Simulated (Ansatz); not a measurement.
In doubt: masses and optical values from hybrid runs of this build are listed as unsure, which bears on the screening that GW takes from such a start.

Two G0W0 runs on BiOCl (P4/nmm).

The structure is tetragonal, space group P4/nmm (No. 129). The conventional cell has a = 3.886 Å, b = 3.886 Å, c = 7.349 Å, α = 90.00°, β = 90.00°, γ = 90.00°. Nearest to Bi lie 4 O at 2.31 Å and 4 Cl at 3.06 Å. Nearest to Cl lie 4 Bi at 3.06 Å. Nearest to O lie 4 Bi at 2.31 Å. Farther neighbours and most contacts between anions are not listed.

```cif
data_structure
_symmetry_space_group_name_H-M 'P 1'
_symmetry_Int_Tables_number 1
_cell_length_a 3.8855
_cell_length_b 3.8855
_cell_length_c 7.3489
_cell_angle_alpha 90.000
_cell_angle_beta 90.000
_cell_angle_gamma 90.000
_cell_volume 110.95
loop_
_atom_site_label
_atom_site_type_symbol
_atom_site_fract_x
_atom_site_fract_y
_atom_site_fract_z
_atom_site_occupancy
Bi1 Bi 0.50000 0.00000 0.32904 1
Bi2 Bi 0.00000 0.50000 0.67096 1
Cl3 Cl 0.00000 0.50000 0.14720 1
Cl4 Cl 0.50000 0.00000 0.85280 1
O5 O 0.00000 0.00000 0.50000 1
O6 O 0.50000 0.50000 0.50000 1
```

The cell and positions come from the Crystallography Open Database and are kept as given unless a step says otherwise. Spin-orbit coupling is left out unless a run names it.

The first (Ansatz 0.2.0; start HSE06, 6×6×4 mesh, 659 empty bands, screening to 190 eV, hard PAW files; 1 × NVIDIA H100 80GB HBM3 (shared by 3 runs) with 4 threads of AMD EPYC 7R13 (Zen 3), shared host) gave, on its mesh: starting gap 3.66 eV, G0W0 gap 4.12 eV, RPA ε∞ (mean) 4.63, 7.7 min.

**Question.** The second changes start from HSE06 to PBE0. What does it give?

It gave: starting gap 4.35 eV, G0W0 gap 4.30 eV, RPA ε∞ (mean) 4.31, 9.1 min. The G0W0 gap moves by +0.18 eV, +0.69 eV from the start and −0.50 eV from the correction. Σc changes by −0.10 eV at the valence top and +0.07 eV at the conduction bottom, and Σx − Vxc between them by −0.68 eV.

Limits: not at the basis limit; no spin-orbit coupling.

[Paths, hosts, dates, memory and timing lines, banners, echoed tables and standing remarks are left out of the program output.]

[Logs are printed without paths, hosts, clocks, repeated set-up lines and the standing remarks that a program may print on its own settings, such as how far it seeks lower states.]

[Runs of the session that timed out or met a known fault of the program may be left out.]

[Cells called generated may have been cut or substituted from an entry of the Crystallography Open Database or the Materials Project.]

[Hosts, paths, dates, database ids (printed as entryN), source tags and the programs' standing remarks are cut or masked in the printed files.]
